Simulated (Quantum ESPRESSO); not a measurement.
# Wannier-interpolated electron–phonon scattering in Rh (Fm-3m), part 5 of 5

How strongly do phonons scatter the electrons of Rh (Fm-3m), and how dense must the meshes be?

Quantum ESPRESSO 7.5; DFT PBE, scalar-relativistic, plane waves, PseudoDojo 0.4.1 norm-conserving pseudopotentials.

So far, log mean phonon energy ħω_log (meV): step 8 (coupling and Tc: fine k 20×20×20, q 10×10×10, width 0.15 eV, window 0.61 eV) 20.9; step 12 (coupling and Tc: fine k 32×32×32, q 16×16×16, width 0.1 eV, window 0.41 eV) 20.9.

## 13. Coupling and Tc: fine k 32×32×32, q 16×16×16, width 0.05 eV, window 0.3 eV

The sum is repeated with other delta width and window to test it.

a2f-3.in reads:

```
--
&inputepw
   prefix = 'x'
   outdir = './tmp'
   dvscf_dir = './save'
   elph = .true.
   etf_mem = 1
   nbndsub = 9
   bands_skipped = 'exclude_bands = 1-4'
   use_ws = .true.
   vme = 'wannier'
   asr_typ = 'crystal'
   nk1 = 8
   nk2 = 8
   nk3 = 8
   nq1 = 4
   nq2 = 4
   nq3 = 4
   amass(1) = 102.9055
   epwwrite = .false.
   epwread = .true.
   wannierize = .false.
   nkf1 = 32
   nkf2 = 32
   nkf3 = 32
   nqf1 = 16
   nqf2 = 16
   nqf3 = 16
   mp_mesh_k = .true.
   ephwrite = .true.
   eliashberg = .true.
   liso = .true.
   limag = .true.
   tc_linear = .true.
   tc_linear_solver = 'lapack'
   fsthick = 0.3
   degaussw = 0.05
   degaussq = 0.5
   nqstep = 500
   muc = 0.13
   wscut = 0.3
   nsiter = 500
   nstemp = 7
   temps = 0.5 1.0 2.0 4.0 8.0 16.0 32.0
/
```

Run with:

```sh
$ OMP_NUM_THREADS=1 mpirun -n 8 epw.x -nk 8 -in a2f-3.in > a2f-3.out
```

The log of the run:

```text
[the first part of the log is left out]
            Electron smearing (eV) =    0.500000000000000D-01
                 Fermi window (eV) =    0.300000000000000D+00
     Finish writing .ephmat files
     ===================================================================
     Memory usage:  VmHWM =        48Mb
                   VmPeak =       524Mb
     ===================================================================
     Finish writing dos file x.dos
     Finish writing phdos files x.phdos and x.phdos_proj
     ===================================================================
     Solve isotropic Eliashberg equations
     ===================================================================
     Finish reading freq file
                  Fermi level (eV) =     2.2056196944E+01
     DOS(states/spin/eV/Unit Cell) =     7.2423246355E-01
            Electron smearing (eV) =     5.0000000000E-02
                 Fermi window (eV) =     3.0000000000E-01
     Nr irreducible k-points within the Fermi shell =       342 out of       897
           4 bands within the Fermi window
     Finish reading egnv file
     Max nr of q-points =      1644
     Finish reading ikmap files
     Start reading .ephmat files
     Finish reading .ephmat files
     a2f file is not found to estimate initial gap: calculating a2f files
     Finish reading a2f file
     Electron-phonon coupling strength =    0.4475512
     Estimated Tc using McMillan expression =   0.9629 K for muc =   0.1300
     Estimated Tc using Allen-Dynes modified McMillan expression =   0.9771 K
     Estimated Tc using SISSO machine learning model =   1.0423 K
     Estimated w_log =  20.9364 meV
     Estimated BCS superconducting gap using McMillan Tc =   0.1460 meV
     WARNING WARNING WARNING
     The code may crash since tempsmax =   32.000 K is larger than McMillan Tc =     0.963 K
     Start: Solving (isotropic) linearized Eliashberg equation with solver = lapack
     For the first Temp.    0.50  K
       Total number of frequency points nsiw(     1) =   1108
       Cutoff frequency wscut =     0.3001
     Superconducting transition temp. Tc is the one which has Max. eigenvalue close to 1
      -----------------------------------------------------------------
             Temp.       Max.         nsiw     wscut    Nr. of iters
             (K)       eigenvalue    (itemp)   (eV)      to Converge
      -----------------------------------------------------------------
             0.50      1.4050703     1108      0.3001        1
             1.00      1.1897247      554      0.3002        1
             2.00      0.9759796      277      0.3005        1
             4.00      0.7648157      139      0.3021        1
             8.00      0.5567657       69      0.3010        1
            16.00      0.3559099       35      0.3075        1
            32.00      0.1694752       17      0.3032        1
      -----------------------------------------------------------------
     Finish: Solving (isotropic) linearized Eliashberg equation
```

Elapsed: 27 min, on 8 MPI ranks of Arm Neoverse N1, shared host.

This step gave:

- coupling constant λ: 0.4476
- log mean phonon energy ħω_log: 20.94 meV
- density of states at the Fermi level: 0.7242 states/eV a spin and cell

The a2F by phonon energy; read off at these points:

phonon energy (meV), a2F and a bar:
```
      2.0      0.000 
      3.0      0.001 
      4.0      0.001 
      5.0      0.001 
      6.0      0.002 
      7.0      0.005 
      8.0      0.004 
      9.0      0.011 
     10.0      0.008 
     11.0      0.012 #
     12.0      0.031 #
     13.0      0.029 #
     14.0      0.058 ###
     15.0      0.058 ###
     16.0      0.126 ######
     17.0      0.236 ###########
     18.0      0.300 ##############
     19.0      0.332 ###############
     20.0      0.395 ##################
     21.0      0.415 ###################
     21.7      0.473 ######################
     22.0      0.457 #####################
     23.0      0.426 ####################
     24.0      0.273 #############
     25.0      0.144 #######
     26.0      0.439 ####################
     27.0      0.614 #############################
     27.3      0.644 ##############################
     28.0      0.403 ###################
     29.0      0.059 ###
     30.0      0.000 
     31.0      0.000
```

λ = 0.448 and ħω_log = 20.9 meV, against 0.423 and 20.9 with fine k 32×32×32, q 16×16×16, width 0.1 eV (+6 % in λ). The eigenvalue passes 1 near 1.9 K.

## 14. Summary of results

| Property | Result |
| --- | --- |
| Wannier functions, band error | 9 functions; 8 meV r.m.s. |
| coupling constant λ, fine k 32×32×32, q 16×16×16, width 0.1 eV, window 0.41 eV | 0.423 |
| ħω_log | 20.9 meV |
| Tc at μ* = 0.13, Allen–Dynes | 0.68 K |
| resistivity at 300 K, 24×24×24 | 6.04 μΩ cm |
| resistivity at 300 K, 32×32×32 | 4.60 μΩ cm |

In words: Step 7: No branch goes imaginary on this path. Step 13: Twice the integral of α²F/ω over this curve gives λ = 0.45, half of it from below 21.7 meV. Step 13: The most distinct maxima of the a2F lie at 21.7 and 27.3 meV, the highest at 27.3 meV. On the finest meshes run, Rh (Fm-3m) has λ = 0.42 and a phonon-limited resistivity of 4.60 μΩ cm at 300 K. The last refinement of the mesh moved the resistivity by 24 %, so it is not converged, and no rank of the meshes against a measured value means much. On the finest mesh the adaptive width still reaches 0.53 eV against a window of 0.32 eV; the window, which cuts off final states, was not widened. N(E_F) runs from 0.58 to 0.72 states/eV a spin over these sums; λ is quoted for fine k 32×32×32, q 16×16×16, width 0.1 eV. The Eliashberg Tc is interpolated in log T between temperatures a factor of two apart, and its μ* acts up to a cut-off of 0.3 eV, so it weighs less than the same number in Allen and Dynes's formula. The relaxed volume lies +2.7 % from the database entry, which shifts the phonons and with them λ and ρ. Over the sums on sound settings, λ spans 0.415 to 0.448, and the Allen–Dynes Tc 0.59 to 0.98 K. Between 150 and 500 K the resistivity rises by a factor of 3.24, against 3.33 for a straight line through the origin; phonon scattering should fall faster than that line on cooling, so the temperature dependence is not converged. The rows at 150, 200, 273, 300, 400 and 500 K moved by more than 10 % in the last refinement. The Sommerfeld coefficient follows from γ = (π²/3) k_B² N(E_F)(1 + λ), with twice the density of states a spin that EPW reads on the fine mesh at this width. Measured: transition temperature: 0.000325 K (bulk, normal pressure; compiled value; quoted in “List of superconductors”, 2026, Wikipedia's table of superconducting elements, as read in December); Allen and Dynes's formula gives 0.68 K at μ* = 0.13, a miss by a large factor whose cause these runs do not show; μ* is typed and spin fluctuations are left out. The q mesh of ph.x (4×4×4), the k mesh and smearing of the ground state (12×12×12) and EPW's coarse k mesh (8×8×8) were not varied. Only scattering by harmonic phonons counts; impurities, grain boundaries and thermal expansion are left out, and μ* is typed.

Computed beside measured:

| quantity | measured | 24×24×24 | 32×32×32 | k 20×20×20, 0.15 eV | k 32×32×32, 0.1 eV | k 32×32×32, 0.05 eV |
| --- | --- | --- | --- | --- | --- | --- |
| resistivity at 273 K (computed: phonon part alone) (μΩ cm) | 4.3 | 5.59 (+29.9 %) | 4.18 (-2.9 %) | - | - | - |
| Sommerfeld coefficient γ (per mole of Rh) (mJ/(mol K²)) | 4.9 | - | - | 3.84 (-21.7 %) | 4.86 (-0.7 %) | 4.94 (+0.9 %) |

Measured values from CRC Press, section 12, read from Wikipedia's data page (2003) and NBS Monograph 21, table 3 (1960).

How well it matches: For the resistivity at 273 K, of the levels listed nearest comes 32×32×32 (-2.9 %, good agreement) and farthest 24×24×24 (+29.9 %, a clear miss). For the Sommerfeld coefficient γ, of the levels listed nearest comes k 32×32×32, 0.1 eV (-0.7 %, good agreement) and farthest k 20×20×20, 0.15 eV (-21.7 %, a clear miss). Limits of convergence are named above.

[The logs of pw.x and epw.x are selected lines.]

[Logs are printed without paths, hosts, clocks, repeated set-up lines and the standing remarks that a program may print on its own settings, such as how far it seeks lower states.]

[Hosts, paths, dates, database ids (printed as entryN), source tags and the programs' standing remarks are cut or masked in the printed files.]
